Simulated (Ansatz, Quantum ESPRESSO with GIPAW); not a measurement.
# SnSe2: NMR parameters from first principles

Aim: the magnetic shielding of every site in SnSe2.

Calculated with Quantum ESPRESSO with GIPAW 8.0dev (patched build); DFT, PBEsol, plane-wave PAW (pslibrary 1.0.0 recipes), scalar-relativistic, GIPAW; a patched development version of the program.

## 1. Starting point

It takes space group P-3m1 (No. 164, trigonal). Conventional cell: a = 3.811 Å, b = 3.811 Å, c = 6.136 Å, α = 90.00°, β = 90.00°, γ = 120.00°. Nearest to Sn lie 6 Se at 2.72 Å. Se has 3 Sn at 2.72 Å nearest. Farther neighbours and most contacts between anions are not listed.

Structure file:

```cif
data_structure
_symmetry_space_group_name_H-M 'P 1'
_symmetry_Int_Tables_number 1
_cell_length_a 3.8110
_cell_length_b 3.8110
_cell_length_c 6.1360
_cell_angle_alpha 90.000
_cell_angle_beta 90.000
_cell_angle_gamma 120.000
_cell_volume 77.18
loop_
_atom_site_label
_atom_site_type_symbol
_atom_site_fract_x
_atom_site_fract_y
_atom_site_fract_z
_atom_site_occupancy
Sn1 Sn 0.00000 0.00000 0.00000 1
Se2 Se 0.66667 0.33333 0.74063 1
Se3 Se 0.33333 0.66667 0.25937 1
```

The cell is an entry of the Crystallography Open Database; it need not be the form that is stable at ambient conditions.

This structure had its atoms relaxed beforehand (DFT, PBEsol, plane-wave PAW (pslibrary 1.0.0 recipes), Quantum ESPRESSO with GIPAW), starting from the database entry, since shieldings follow bond lengths closely.

## 2. The SCF step

First the ground state. The response equations take the occupied wavefunctions as exact, so conv_thr is set much tighter than for an energy. No empty states are asked for: the response is solved without them. The mesh has a spacing of 0.15 Å⁻¹ at most. The PAW files were made with ld1.x from the pslibrary 1.0.0 recipes, with GIPAW reconstruction switched on.

scf.in

```
&control
  calculation = 'scf'
  prefix = 'x'
  outdir = './tmp/'
  pseudo_dir = './'
/
&system
  ibrav = 0
  nat = 3
  ntyp = 2
  ecutwfc = 65
  ecutrho = 390
  nbnd = 23
/
&electrons
  conv_thr = 1.0d-10
  mixing_beta = 0.7
  electron_maxstep = 100
/
ATOMIC_SPECIES
  Sn 118.710 Sn.pbesol-dn-kjpaw_psl.1.0.0-gipaw.UPF
  Se 78.971 Se.pbesol-dn-kjpaw_psl.1.0.0-gipaw.UPF
CELL_PARAMETERS angstrom
  3.81100000 0.00000000 0.00000000
  -1.90550000 3.30042281 0.00000000
  0.00000000 0.00000000 6.13600000
ATOMIC_POSITIONS crystal
  Sn 0.00000000 -0.00000000 0.00000000
  Se 0.66666667 0.33333333 0.74062941
  Se 0.33333333 0.66666667 0.25937059
K_POINTS automatic
  13 13 7 1 1 1
```

Command:

```
$ mpirun -np 4 pw.x -nk 4 -in scf.in > scf.out
```

Log:

```text
using ibrav=0 with symmetry is DISCOURAGED, use correct ibrav instead

     bravais-lattice index     =            0
     lattice parameter (alat)  =       7.2017  a.u.
     unit-cell volume          =     520.8234 (a.u.)^3
     number of atoms/cell      =            3
     number of atomic types    =            2
     number of electrons       =        46.00
     number of Kohn-Sham states=           23
     kinetic-energy cutoff     =      65.0000  Ry
     charge density cutoff     =     390.0000  Ry
     scf convergence threshold =      1.0E-10
     mixing beta               =       0.7000
     number of iterations used =            8  plain     mixing
     Exchange-correlation= SLA-PW-PSX-PSC
                           (   1   4  10   8   0   0   0)
[...]
Sn               14.00   118.71000     Sn( 1.00)
     Se               16.00    78.97100     Se( 1.00)

     12 Sym. Ops., with inversion, found
[...]
number of k points=   322

     Number of k-points >= 100: set verbosity='high' to print them.

     Dense  grid:    67777 G-vectors     FFT dimensions: (  45,  45,  75)

     Smooth grid:    36833 G-vectors     FFT dimensions: (  40,  40,  60)

     Initial potential from superposition of free atoms

     starting charge      45.9986, renormalised to      46.0000
     Starting wfcs are   27 randomized atomic wfcs

     Self-consistent Calculation

     iteration #  1     ecut=    65.00 Ry     beta= 0.70
     Davidson diagonalization with overlap
     ethr =  1.00E-02,  avg # of iterations =  2.0

     Threshold (ethr) on eigenvalues was too large:
     Diagonalizing with lowered threshold

     Davidson diagonalization with overlap
     ethr =  1.74E-04,  avg # of iterations =  2.8

     total energy              =   -1233.68475992 Ry
     estimated scf accuracy    <       0.06873751 Ry

     iteration #  2     ecut=    65.00 Ry     beta= 0.70
     Davidson diagonalization with overlap
     ethr =  1.49E-04,  avg # of iterations =  3.1

     total energy              =   -1233.69487097 Ry
     estimated scf accuracy    <       0.06420963 Ry

     iteration #  3     ecut=    65.00 Ry     beta= 0.70
[...]
total energy              =   -1233.70926808 Ry
     estimated scf accuracy    <       0.00280715 Ry

[...]
total energy              =   -1233.71011350 Ry
[...]
iteration # 10     ecut=    65.00 Ry     beta= 0.70
     Davidson diagonalization with overlap
     ethr =  1.66E-11,  avg # of iterations =  3.1

     total energy              =   -1233.71011350 Ry
     estimated scf accuracy    <          1.9E-10 Ry

     iteration # 11     ecut=    65.00 Ry     beta= 0.70
     Davidson diagonalization with overlap
     ethr =  4.17E-13,  avg # of iterations =  3.9

     The search for the lowest empty level did not converge at 35 k points, so a gap is not shown: raise nbnd to see it

     End of self-consistent calculation
     [one-electron energies left out]

!    total energy              =   -1233.71011350 Ry
     total all-electron energy =    -22063.047512 Ry
     estimated scf accuracy    <          2.9E-11 Ry

     The total energy is the sum of the following terms:
     one-electron contribution =    -495.67594198 Ry
     hartree contribution      =     263.93960284 Ry
     xc contribution           =    -103.95683174 Ry
     ewald contribution        =    -346.26974955 Ry
     one-center paw contrib.   =    -551.74719308 Ry

     convergence has been achieved in  11 iterations
[...]
JOB DONE.
```

The job ended after 3.2 min (4 MPI ranks of Arm Neoverse V1, shared host; peak memory 1.1 GiB; 13 min of CPU time).

It converged in 11 cycles to an estimated accuracy of 3e-11 Ry, on 322 irreducible k-points.

## 3. Shieldings

A uniform field breaks periodicity, so gipaw.x applies it as a wave of small q and takes the limit. It solves for the first-order states, builds the induced current and gets the field at each nucleus by Biot–Savart; the PAW spheres add what the smooth waves miss near the nuclei. pawproj makes the reconstruction use the PAW data sets' own projectors.

nmr.in

```
&inputgipaw
  job = 'nmr'
  prefix = 'x'
  tmp_dir = './tmp/'
  restart_mode = 'from_scratch'
  verbosity = 'low'
  q_gipaw = 0.01
  spline_ps = .true.
  conv_threshold = 1.0d-11
  use_nmr_macroscopic_shape = .false.
  pawproj(1) = .true.
  pawproj(2) = .true.
/
```

Command:

```
$ mpirun -np 4 gipaw.x -in nmr.in > nmr.out
```

Log:

```text
[banner, memory and clock lines left out]
[a note of our patched build left out]

     Parallelizing q-star over 1 images

     IMPORTANT: XC functional enforced from input :
     Exchange-correlation= PBESOL
                           (   1   4  10   8   0   0   0)
     Any further DFT definition will be discarded
     Please, verify this is what you really want

[...]
WARNING: some symmetry operations do not permute x, y and z, so the susceptibility and the shape term are
     wrong: all shieldings move alike (in wurtzite BN nosym gave 13 and 6 ppm more at 3 and 6 points an axis).
     Run pw.x with nosym, and raise the mesh until the susceptibility stays

     alpha_pv=     93.8057 eV

     spline_ps is .false., expect some extrapolation errors

     q-space interpolation up to    78.00 Rydberg

     GIPAW job: nmr
     NMR macroscopic correction: no
[...]
Computing the magnetic susceptibility     isolve=0    ethr=  0.1000E-10
     Starting from scratch
     k-point #    1 of   322      pool #  1    cpu time:       1.7
[...]
End of magnetic susceptibility calculation

     f-sum rule (1st term):
           -28.4353          0.0000          0.0000
            -0.0000        -28.4353          0.0000
             0.0000          0.0000        -28.4299

     f-sum rule (2nd term):
            -0.0166         -0.0000          0.0000
            -0.0000         -0.0166          0.0000
             0.0000          0.0000         -0.0228

     f-sum rule (should be   -28.4551):
           -28.4518         -0.0000          0.0000
            -0.0000        -28.4518          0.0000
             0.0000          0.0000        -28.4527

[... susceptibilities left out ...]
     Contributions to the NMR chemical shifts: -------------------------------

     Macroscopic shape contribution in ppm:                    0.00
             0.0000          0.0000          0.0000
             0.0000          0.0000          0.0000
             0.0000          0.0000          0.0000

     Core contribution in ppm:

     Atom  1  Sn  pos: (  0.000000  0.000000  0.000000)  core sigma:        5052.50
     Atom  2  Se  pos: (  0.500000  0.288675  1.192470)  core sigma:        2629.72
     Atom  3  Se  pos: ( -0.000000  0.577350  0.417606)  core sigma:        2629.72

     Bare contribution in ppm:

     Atom  1  Sn  pos: (  0.000000  0.000000  0.000000)  bare sigma:          96.33
[...]
Atom  2  Se  pos: (  0.500000  0.288675  1.192470)  bare sigma:          10.31
[...]
Atom  3  Se  pos: ( -0.000000  0.577350  0.417606)  bare sigma:          10.31
[...]
Diamagnetic contribution in ppm:

     Atom  1  Sn  pos: (  0.000000  0.000000  0.000000)  dia sigma:         103.27
[...]
Atom  2  Se  pos: (  0.500000  0.288675  1.192470)  dia sigma:         317.39
[...]
Atom  3  Se  pos: ( -0.000000  0.577350  0.417606)  dia sigma:         317.39
[...]
Paramagnetic contribution in ppm:

     Atom  1  Sn  pos: (  0.000000  0.000000  0.000000)  para sigma:          43.16
[...]
Atom  2  Se  pos: (  0.500000  0.288675  1.192470)  para sigma:       -2349.90
[...]
Atom  3  Se  pos: ( -0.000000  0.577350  0.417606)  para sigma:       -2349.90
[...]
Paramagnetic US occ-occ contribution in ppm:

     Atom  1  Sn  pos: (  0.000000  0.000000  0.000000)  para_oo sigma:          -3.44
[...]
Atom  2  Se  pos: (  0.500000  0.288675  1.192470)  para_oo sigma:          -2.06
[...]
Atom  3  Se  pos: ( -0.000000  0.577350  0.417606)  para_oo sigma:          -2.06
[...]
Paramagnetic US L_R Q_R contribution in ppm:

     Atom  1  Sn  pos: (  0.000000  0.000000  0.000000)  para_lq sigma:       -2077.90
[...]
Atom  2  Se  pos: (  0.500000  0.288675  1.192470)  para_lq sigma:        -829.38
[...]
Atom  3  Se  pos: ( -0.000000  0.577350  0.417606)  para_lq sigma:        -829.38
[...]
Total NMR chemical shifts in ppm: ---------------------------------------
     (adopting the Simpson convention for anisotropy and asymmetry)-----------

     Atom  1  Sn  pos: (  0.000000  0.000000  0.000000)  Total sigma:        3213.93
          3158.0502         -0.0000          0.0000
            -0.0000       3158.0502          0.0000
            -0.0000          0.0000       3325.6883

     Sn      1    anisotropy:    167.64    eta:    0.0000
[...]
Atom  2  Se  pos: (  0.500000  0.288675  1.192470)  Total sigma:        -223.92
            58.2785          0.0000          0.0000
             0.0000         58.2785          0.0000
            -0.0000          0.0000       -788.3245

     Se      2    anisotropy:   -846.60    eta:    0.0000
[...]
Atom  3  Se  pos: ( -0.000000  0.577350  0.417606)  Total sigma:        -223.92
[... its tensor is left out ...]
```

Run time: 84 min. Hardware: 4 MPI ranks; peak memory 0.39 GiB.

The f-sum rule is met to 0.0033 of 28.5 (0.01 %). Converged shieldings require that this miss be small, but a small miss does not prove them. gipaw.x warns that with these symmetry operations the susceptibility and the shape term are unreliable; the other terms are not touched.

From the symmetric part of each tensor, with principal values σ11 ≤ σ22 ≤ σ33: σ_iso is their mean, the span is σ33 − σ11 and the skew 3(σ_iso − σ22)/span. (gipaw.x prints an anisotropy in another convention.)

| site | atom no. | atoms in cell | σ_iso (ppm) | span (ppm) | skew |
| --- | --- | --- | --- | --- | --- |
| Sn | 1 | 1 | 3214 | 168 | 1.00 |
| Se | 2 | 2 | -223.9 | 846.6 | -1.00 |

The macroscopic shape term is switched off. Differences within the crystal don't depend on it, but shieldings of different compounds can't be compared to better than a few ppm without it.

An axis of order three or more runs through Sn and Se, so two principal values coincide and the skew is ±1. In this run the largest span is that of Se (site symmetry 3m), with principal values -788.3, 58.3 and 58.3 ppm.

## 4. Sites, surroundings and shifts

Covalently bonded atoms count as neighbours within 1.18 times the sum of their radii. Otherwise a cation's neighbours lie within 1.2 times its shortest bond (1.3 for large cations, each anion's radius taken off where they differ), and an anion's are the cations that count it.

| site | atom no. | atoms in cell | surroundings | bonds (Å) | σ_iso (ppm) |
| --- | --- | --- | --- | --- | --- |
| Sn | 1 | 1 | SnSe6 | 2.716 | 3214 |
| Se | 2 | 2 | bound to Sn3 | 2.716 | -223.9 |

Simulated spectrum: 119Sn MAS at 60 kHz, 20 T (319.3 MHz), lines broadened by 3 ppm; the axis counts ppm from the isotropic position of Sn, as −Δσ; rigid lattice, with dipolar and J couplings left out. Its lines over 1.5 % of the strongest:

| offset (ppm) | area |
| --- | --- |
| 188 | 0.03 |
| 0 | 1.00 |
| -188 | 0.02 |

Spinning sidebands lie 187.9 ppm apart.

Simulated spectrum: 77Se static powder, 14.1 T (115.0 MHz), lines broadened by 17 ppm; the axis counts ppm from the isotropic position of Se, as −Δσ; rigid lattice, with dipolar and J couplings left out.

offset (ppm), intensity and a bar:
```
      666       0.00 
      633       0.00 
      601       0.00 
      568       0.03 #
      538       0.10 ###
      506       0.10 ###
      473       0.10 ###
      443       0.11 ###
      410       0.11 ###
      378       0.11 ###
      348       0.11 ###
      315       0.12 ###
      283       0.12 ####
      250       0.12 ####
      220       0.13 ####
      187       0.13 ####
      155       0.14 ####
      125       0.14 ####
       92       0.15 ####
       60       0.15 #####
       30       0.16 #####
       -3       0.17 #####
      -36       0.18 #####
      -68       0.19 ######
      -98       0.21 ######
     -131       0.23 #######
     -163       0.26 ########
     -193       0.30 #########
     -226       0.38 ############
     -259       0.60 ##################
     -276       1.00 ##############################
     -289       0.43 #############
     -321       0.01 
     -354       0.00 
     -384       0.00
```

Most prominent maxima (ppm: height): -276: 1.00.

## 5. Cost against result

Each row names what was changed: another functional shows how far the paramagnetic term hangs on the exchange-correlation form; another mesh tests the sampling of the zone.

Changes of σ_iso (ppm) against the run above (PBEsol, cutoffs 65 and 390 Ry, mesh 13×13×7, 5.8 h). Times are CPU times of pw.x and gipaw.x together, on 4 MPI ranks of Arm Neoverse V1, shared host; on a shared host they are rough. A run is marked as doubtful where the f-sum miss passes 0.015 electrons, or that much for each three atoms in larger cells (with Tl, Pb, Hg, Bi or Sn a third of that, or a mesh spacing over 0.26 Å⁻¹), or where the susceptibility is unphysically large.

| run | CPU time | f-sum miss | Sn | Se |
| --- | --- | --- | --- | --- |
| LDA | 5.8 h | 0.0040 | -57.1 | -165.3 |
| mesh 8×8×5 (marked) | 1.6 h | 0.044 | +29.8 | +20.6 |

The largest move is -165.3 ppm, on Se, from LDA.

## 6. What came out

| Quantity | Value |
| --- | --- |
| 119Sn shielding without shape term | 3214 ppm |
| 77Se shielding without shape term | -223.9 ppm |

**Reading.** 119Sn has one site (SnSe6), with isotropic shielding 3214 ppm (shape term left out). A shift needs a reference, δ = σ_ref − σ, fixed on measured compounds; for 119Sn of this kind at this level too few were at hand, or they scattered too widely about a line, so none is given. A finer mesh and a higher cutoff were not carried through on these files. The largest change with the functional is 165.3 ppm in absolute shielding; part of that drops out once each functional has its own reference line. Spin-orbit coupling is missing, which matters for Sn. The scalar-relativistic files are used with non-relativistic response operators, which weighs most on the heavy atoms' own shieldings. This build of gipaw.x prints that it is not audited and that its numbers are no references by themselves. It also reports spline_ps as false although the input sets it; why was not traced. The field gradients use PAW files made for PBE.

[Banner, clock, file and message-heading lines were taken out of the pw.x and gipaw.x logs.]

[Logs are printed without paths, hosts, clocks, repeated set-up lines and the standing remarks that a program may print on its own settings, such as how far it seeks lower states.]

[Hosts, paths, dates, database ids (printed as entryN), source tags and the programs' standing remarks are cut or masked in the printed files.]

[Where no reference line passes its bar on scatter, no shift is given, so a measured shift of this compound may stand uncompared.]
